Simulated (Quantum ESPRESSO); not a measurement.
**Canted and collinear textures of SrMn2As2**

The moments of SrMn2As2 start in several directions and relax. Which textures last, and at what energy?

Main program and level: Quantum ESPRESSO 7.5; LDA; plane waves with GBRV 1.5 LDA potentials, no spin-orbit coupling.

**1. The starting structure**

The structure is trigonal, space group P-3m1 (No. 164). Conventional cell: a = 4.076 Å, b = 4.076 Å, c = 7.351 Å, α = 90.00°, β = 90.00°, γ = 120.00°. Nearest to Sr lie 6 As at 3.14 Å. Nearest to Mn lie 4 As at 2.43 to 2.48 Å. Nearest to As lie 4 Mn at 2.43 to 2.48 Å and 3 Sr at 3.14 Å. Farther neighbours are not listed.

The cell comes from Materials Project 2023-11-01, a database of computed structures, and need not be the stable phase.

**2. Start 1: collinear parallel**

Input file pw.in:

```
&CONTROL
  calculation = 'scf'
  prefix = 'pwscf'
  outdir = './tmp'
  pseudo_dir = './pseudo'
  disk_io = 'nowf'
/
&SYSTEM
  ibrav = 0
  nat = 5
  ntyp = 3
  ecutwfc = 34
  ecutrho = 238
  nbnd = 68
  occupations = 'smearing'
  smearing = 'fd'
  degauss = 0.00734986
  noncolin = .true.
  starting_magnetization(1) = 0
  starting_magnetization(2) = 0.2333
  angle1(2) = 0
  angle2(2) = 0
  starting_magnetization(3) = 0
/
&ELECTRONS
  conv_thr = 1d-08
  electron_maxstep = 150
  mixing_beta = 0.3
/
ATOMIC_SPECIES
Sr     87.6200 sr_lda_v1.uspp.F.UPF
Mn     54.9380 mn_lda_v1.5.uspp.F.UPF
As     74.9216 as_lda_v1.uspp.F.UPF
CELL_PARAMETERS angstrom
   4.0763099881    0.0000000000    0.0000000000
  -2.0381549941    3.5301880034    0.0000000000
   0.0000000000    0.0000000000    7.3514670000
ATOMIC_POSITIONS crystal
Sr      0.0000000000    0.0000000000    0.0000000000
Mn      0.6666666700    0.3333333300    0.3876830000
Mn      0.3333333300    0.6666666700    0.6123170000
As      0.6666666700    0.3333333300    0.7179570000
As      0.3333333300    0.6666666700    0.2820430000
K_POINTS automatic
5 5 3 0 0 0
```

Started as:

```sh
> OMP_NUM_THREADS=1 mpirun -n 4 pw.x -nk 4 -in pw.in > pw.out
```

What it wrote:

```text
Program PWSCF v.7.5 starts

     Message from routine setup:
     using ibrav=0 with symmetry is DISCOURAGED, use correct ibrav instead

     K-points division:     npool     =       4
     Subspace diagonalization in iterative solution of the eigenvalue problem:

     bravais-lattice index     =            0
     lattice parameter (alat)  =       7.7031  a.u.
     unit-cell volume          =     713.8972 (a.u.)^3
     number of atoms/cell      =            5
     number of atomic types    =            3
     number of electrons       =        50.00
     number of Kohn-Sham states=           68
     kinetic-energy cutoff     =      34.0000  Ry
     charge density cutoff     =     238.0000  Ry
     scf convergence threshold =      1.0E-08
     mixing beta               =       0.3000
     number of iterations used =            8  plain     mixing
     Exchange-correlation= SLA  PZ   NOGX NOGC
                           (   1   1   0   0   0   0   0)
     Noncollinear calculation without spin-orbit

     celldm(1)=   7.703109  celldm(2)=   0.000000  celldm(3)=   0.000000
     celldm(4)=   0.000000  celldm(5)=   0.000000  celldm(6)=   0.000000

     crystal axes: (cart. coord. in units of alat)
               a(1) = (   1.000000   0.000000   0.000000 )
               a(2) = (  -0.500000   0.866025   0.000000 )
               a(3) = (   0.000000   0.000000   1.803461 )

     reciprocal axes: (cart. coord. in units 2 pi/alat)
               b(1) = (  1.000000  0.577350 -0.000000 )
               b(2) = (  0.000000  1.154701  0.000000 )
               b(3) = (  0.000000 -0.000000  0.554489 )

     PseudoPot. # 1 for Sr read from file:
     sr_lda_v1.uspp.F.UPF
     Pseudo is Ultrasoft + core correction, Zval = 10.0

     PseudoPot. # 2 for Mn read from file:
     mn_lda_v1.5.uspp.F.UPF
     Pseudo is Ultrasoft + core correction, Zval = 15.0

     PseudoPot. # 3 for As read from file:
     as_lda_v1.uspp.F.UPF
     Pseudo is Ultrasoft + core correction, Zval =  5.0

     atomic species   valence    mass     pseudopotential
     Sr               10.00    87.62000     Sr( 1.00)
     Mn               15.00    54.93800     Mn( 1.00)
     As                5.00    74.92160     As( 1.00)

     12 Sym. Ops., with inversion, found

   Cartesian axes

     site n.     atom                  positions (alat units)
         1        Sr     tau(   1) = (   0.0000000   0.0000000   0.0000000  )
         2        Mn     tau(   2) = (   0.5000000   0.2886751   0.6991713  )
         3        Mn     tau(   3) = (  -0.0000000   0.5773503   1.1042900  )
         4        As     tau(   4) = (   0.5000000   0.2886751   1.2948076  )
         5        As     tau(   5) = (  -0.0000000   0.5773503   0.5086536  )

     number of k points=    12  Fermi-Dirac smearing, width (Ry)=  0.0073
                       cart. coord. in units 2pi/alat
        k(    1) = (   0.0000000   0.0000000   0.0000000), wk =   0.0133333
        k(    2) = (   0.0000000   0.0000000   0.1848298), wk =   0.0266667
        k(    3) = (   0.0000000   0.2309401   0.0000000), wk =   0.0800000
        k(    4) = (   0.0000000   0.2309401   0.1848298), wk =   0.0800000
        k(    5) = (   0.0000000   0.4618802   0.0000000), wk =   0.0800000
        [... 7 further k-points ...]

     Dense  grid:    44223 G-vectors     FFT dimensions: (  40,  40,  72)

     Smooth grid:    19173 G-vectors     FFT dimensions: (  30,  30,  54)

     Check: negative core charge=   -0.000012
     Generating pointlists ...
     new r_m :   0.3174 (alat units)  2.4450 (a.u.) for type    1
     new r_m :   0.2457 (alat units)  1.8927 (a.u.) for type    2
     new r_m :   0.2457 (alat units)  1.8927 (a.u.) for type    3

     Initial potential from superposition of free atoms

     starting charge      48.9724, renormalised to      50.0000

     negative rho (up, down):  6.622E-02 0.000E+00

 ==============================================================================
     atom number    1 relative position :    0.0000   0.0000   0.0000
     charge :     8.515364  (integrated on a sphere of radius 0.317)
     magnetization :          0.000000    0.000000    0.005475
     magnetization/charge:    0.000000    0.000000    0.000643
     polar coord.: r, theta, phi [deg] :     0.005475    0.000000  360.000000

 ==============================================================================

 ==============================================================================
     atom number    2 relative position :    0.5000   0.2887   0.6992
     charge :    13.283343  (integrated on a sphere of radius 0.246)
     magnetization :          0.000000    0.000000    3.041686
     magnetization/charge:    0.000000    0.000000    0.228985
     polar coord.: r, theta, phi [deg] :     3.041686    0.000000  360.000000

 ==============================================================================

 ==============================================================================
     atom number    3 relative position :   -0.0000   0.5774   1.1043
     charge :    13.283343  (integrated on a sphere of radius 0.246)
     magnetization :          0.000000    0.000000    3.041686
     magnetization/charge:    0.000000    0.000000    0.228985
     polar coord.: r, theta, phi [deg] :     3.041686    0.000000  360.000000

 ==============================================================================

 ==============================================================================
     atom number    4 relative position :    0.5000   0.2887   1.2948
     charge :     2.696036  (integrated on a sphere of radius 0.246)
     magnetization :          0.000000    0.000000    0.036627
     magnetization/charge:    0.000000    0.000000    0.013585
     polar coord.: r, theta, phi [deg] :     0.036627    0.000000  360.000000

 ==============================================================================

 ==============================================================================
     atom number    5 relative position :   -0.0000   0.5774   0.5087
     charge :     2.696036  (integrated on a sphere of radius 0.246)
     magnetization :          0.000000    0.000000    0.036627
     magnetization/charge:    0.000000    0.000000    0.013585
     polar coord.: r, theta, phi [deg] :     0.036627    0.000000  360.000000

 ==============================================================================
     Starting wfcs are   94 randomized atomic wfcs

     Self-consistent Calculation

     iteration #  1     ecut=    34.00 Ry     beta= 0.30
     Davidson diagonalization with overlap
     ethr =  1.00E-02,  avg # of iterations =  2.2

     negative rho (up, down):  6.582E-02 0.000E+00

     total energy              =    -572.07497071 Ry
     estimated scf accuracy    <       1.30155979 Ry

     total magnetization       =     0.00    -0.00     5.69 Bohr mag/cell
     absolute magnetization    =     5.93 Bohr mag/cell

     iteration #  2     ecut=    34.00 Ry     beta= 0.30
     Davidson diagonalization with overlap
     ethr =  2.60E-03,  avg # of iterations =  2.4

     negative rho (up, down):  6.585E-02 0.000E+00

     total energy              =    -572.17611920 Ry
     estimated scf accuracy    <       0.79382104 Ry

     total magnetization       =    -0.00     0.00     5.13 Bohr mag/cell
     absolute magnetization    =     5.83 Bohr mag/cell

     [... further iterations left out ...]

     iteration # 14     ecut=    34.00 Ry     beta= 0.30
     Davidson diagonalization with overlap
     ethr =  5.07E-11,  avg # of iterations =  4.5

     negative rho (up, down):  6.730E-02 0.000E+00

     total energy              =    -572.32889409 Ry
     estimated scf accuracy    <       0.00000003 Ry

     total magnetization       =    -0.00    -0.00     5.31 Bohr mag/cell
     absolute magnetization    =     5.82 Bohr mag/cell

     iteration # 15     ecut=    34.00 Ry     beta= 0.30
     Davidson diagonalization with overlap
     ethr =  5.07E-11,  avg # of iterations =  2.0

     negative rho (up, down):  6.730E-02 0.000E+00

 ==============================================================================
     atom number    1 relative position :    0.0000   0.0000   0.0000
     charge :     8.145247  (integrated on a sphere of radius 0.317)
     magnetization :         -0.000000   -0.000000    0.000406
     magnetization/charge:   -0.000000   -0.000000    0.000050
     polar coord.: r, theta, phi [deg] :     0.000406    0.000000  360.000000

 ==============================================================================

 ==============================================================================
     atom number    2 relative position :    0.5000   0.2887   0.6992
     charge :    13.111159  (integrated on a sphere of radius 0.246)
     magnetization :         -0.000000    0.000000    2.534506
     magnetization/charge:   -0.000000    0.000000    0.193309
     polar coord.: r, theta, phi [deg] :     2.534506    0.000000  360.000000

 ==============================================================================

 ==============================================================================
     atom number    3 relative position :   -0.0000   0.5774   1.1043
     charge :    13.111159  (integrated on a sphere of radius 0.246)
     magnetization :         -0.000000    0.000000    2.534506
     magnetization/charge:   -0.000000    0.000000    0.193309
     polar coord.: r, theta, phi [deg] :     2.534506    0.000000  360.000000

 ==============================================================================

 ==============================================================================
     atom number    4 relative position :    0.5000   0.2887   1.2948
     charge :     2.705491  (integrated on a sphere of radius 0.246)
     magnetization :          0.000000   -0.000000   -0.079583
     magnetization/charge:    0.000000   -0.000000   -0.029415
     polar coord.: r, theta, phi [deg] :     0.079583  180.000000  360.000000

 ==============================================================================

 ==============================================================================
     atom number    5 relative position :   -0.0000   0.5774   0.5087
     charge :     2.705491  (integrated on a sphere of radius 0.246)
     magnetization :          0.000000   -0.000000   -0.079583
     magnetization/charge:    0.000000   -0.000000   -0.029415
     polar coord.: r, theta, phi [deg] :     0.079583  180.000000  360.000000

 ==============================================================================

     End of self-consistent calculation

     [... lines left out ...]
     the Fermi energy is     9.2769 ev

!    total energy              =    -572.32889410 Ry
     estimated scf accuracy    <          7.6E-10 Ry
     smearing contrib. (-TS)   =      -0.01147044 Ry
     internal energy E=F+TS    =    -572.31742366 Ry

     The total energy is F=E-TS. E is the sum of the following terms:
     one-electron contribution =    -359.55788277 Ry
     hartree contribution      =     196.51534869 Ry
     xc contribution           =    -133.03171971 Ry
     ewald contribution        =    -276.24316988 Ry

     total magnetization       =    -0.00     0.00     5.31 Bohr mag/cell
     absolute magnetization    =     5.82 Bohr mag/cell

     convergence has been achieved in  15 iterations

=------------------------------------------------------------------------------=
   JOB DONE.
=------------------------------------------------------------------------------=
```

Wall time 28 s (4 MPI ranks of Intel Xeon 6975P-C (Granite Rapids), shared host); peak memory 0.62 GiB; 1.8 min of CPU time.

Spin moment in the atom's sphere by atom:

```csv
atom,x (μB),y (μB),z (μB),size
Sr1,0.00,0.00,0.00,0.00
Mn2,0.00,0.00,2.53,2.53
Mn3,0.00,0.00,2.53,2.53
As4,0.00,0.00,-0.08,0.08
As5,0.00,0.00,-0.08,0.08
```

Read from the output:

```yaml
smearing_term_ts: 0.1561 eV
magnetization: 0, 0, 5.314 μB
absolute_magnetization: 5.824 μB
final_state: ferromagnetic
```

**3. Start 2: random 1**

Changes to pw.in since step 2:

```diff
@@ -10,3 +10,3 @@
   nat = 5
-  ntyp = 3
+  ntyp = 4
   ecutwfc = 34
@@ -19,6 +19,10 @@
   starting_magnetization(1) = 0
-  starting_magnetization(2) = 0.2333
-  angle1(2) = 0
-  angle2(2) = 0
-  starting_magnetization(3) = 0
+  starting_magnetization(2) = 0.2332
+  angle1(2) = 65.406
+  angle2(2) = 33.603
+  starting_magnetization(3) = 0.2334
+  angle1(3) = 45.437
+  angle2(3) = -123.556
+  starting_magnetization(4) = 0
+  nosym = .true.
 /
@@ -31,3 +35,4 @@
 Sr     87.6200 sr_lda_v1.uspp.F.UPF
-Mn     54.9380 mn_lda_v1.5.uspp.F.UPF
+Mn1    54.9380 mn_lda_v1.5.uspp.F.UPF
+Mn2    54.9380 mn_lda_v1.5.uspp.F.UPF
 As     74.9216 as_lda_v1.uspp.F.UPF
@@ -39,4 +44,4 @@
 Sr      0.0000000000    0.0000000000    0.0000000000
-Mn      0.6666666700    0.3333333300    0.3876830000
-Mn      0.3333333300    0.6666666700    0.6123170000
+Mn1     0.6666666700    0.3333333300    0.3876830000
+Mn2     0.3333333300    0.6666666700    0.6123170000
 As      0.6666666700    0.3333333300    0.7179570000
```

What it wrote:

```text
     [... lines left out ...]
Program PWSCF v.7.5 starts
     [... lines left out ...]
     number of atoms/cell      =            5
     [... lines left out ...]
     number of electrons       =        50.00
     number of Kohn-Sham states=           68
     kinetic-energy cutoff     =      34.0000  Ry
     charge density cutoff     =     238.0000  Ry
     scf convergence threshold =      1.0E-08
     [... lines left out ...]
     Noncollinear calculation without spin-orbit
     [... lines left out ...]
     No symmetry found
     [... lines left out ...]
     number of k points=    75  Fermi-Dirac smearing, width (Ry)=  0.0073
     [... lines left out ...]
     iteration # 24     ecut=    34.00 Ry     beta= 0.30
     [... lines left out ...]
     atom number    1 relative position :    0.0000   0.0000   0.0000
     [... lines left out ...]
     magnetization :         -0.000003   -0.000000   -0.000006
     [... lines left out ...]
     atom number    2 relative position :    0.5000   0.2887   0.6992
     [... lines left out ...]
     magnetization :          2.220154    2.117056   -0.554605
     [... lines left out ...]
     atom number    3 relative position :   -0.0000   0.5774   1.1043
     [... lines left out ...]
     magnetization :         -2.220458   -2.116989    0.553656
     [... lines left out ...]
     atom number    4 relative position :    0.5000   0.2887   1.2948
     [... lines left out ...]
     magnetization :          0.008310    0.007921   -0.002065
     [... lines left out ...]
     atom number    5 relative position :   -0.0000   0.5774   0.5087
     [... lines left out ...]
     magnetization :         -0.008302   -0.007919    0.002081
     [... lines left out ...]
     the Fermi energy is     9.4546 ev
!    total energy              =    -572.35741245 Ry
     estimated scf accuracy    <          8.3E-09 Ry
     smearing contrib. (-TS)   =      -0.00653888 Ry
     [... lines left out ...]
     total magnetization       =    -0.00     0.00    -0.00 Bohr mag/cell
     absolute magnetization    =     7.14 Bohr mag/cell
     convergence has been achieved in  24 iterations
```

It took 3.8 min on 4 MPI ranks; peak memory 0.93 GiB; 15 min of CPU time.

Spin moment in the atom's sphere by atom:

```csv
atom,x (μB),y (μB),z (μB),size
Sr1,0.00,0.00,0.00,0.00
Mn2,2.22,2.12,-0.55,3.12
Mn3,-2.22,-2.12,0.55,3.12
As4,0.01,0.01,0.00,0.01
As5,-0.01,-0.01,0.00,0.01
```

Read from the output:

```
smearing term TS       : 0.08897 eV
magnetization          : 0, 0, -0.001 μB
absolute magnetization : 7.137 μB
final state            : antiferromagnetic
```

Valence density in the ac plane at fractional y = 0.333, with atoms of Mn and As within 0.2 Å of it. It is the smooth field of the valence electrons, not physical close to the nuclei.

Ten steps, logarithmic in the rise over the least value, from '0' (0 e/Å³) to '9' (17 e/Å³), each cell a mean:
```
01110000000000
00100000000000
00000011111110
00000112222211
00000122323221
10001122121222
11011222363222
11111222131222
11111123222321
11111122333221
11111112222211
00000112333211
00000123565321
11011126999621
11111137999731
11111136999631
11111123666321
11111111232111
11111111111111
11111000000000
00100000000000
00100000000000
01110000000000
01110000000000
```
Columns run along a (4.1 Å), rows up along c (7.4 Å). Atoms in or near the plane, at fractional coordinates: Mn at (0.67, 0.39), As at (0.67, 0.72).

[end of part 1 of 2]

[Logs and program files are shortened in this print: banners, set-up blocks, solver, clock and traceback lines can be left out without a mark of their own.]

[Logs are printed without paths, hosts, clocks, repeated set-up lines and the standing remarks that a program may print on its own settings, such as how far it seeks lower states.]

[Hosts, paths, dates, database ids (printed as entryN), source tags and the programs' standing remarks are cut or masked in the printed files.]

[Where a cell is said to come from a database of computed structures, the database is the Materials Project.]
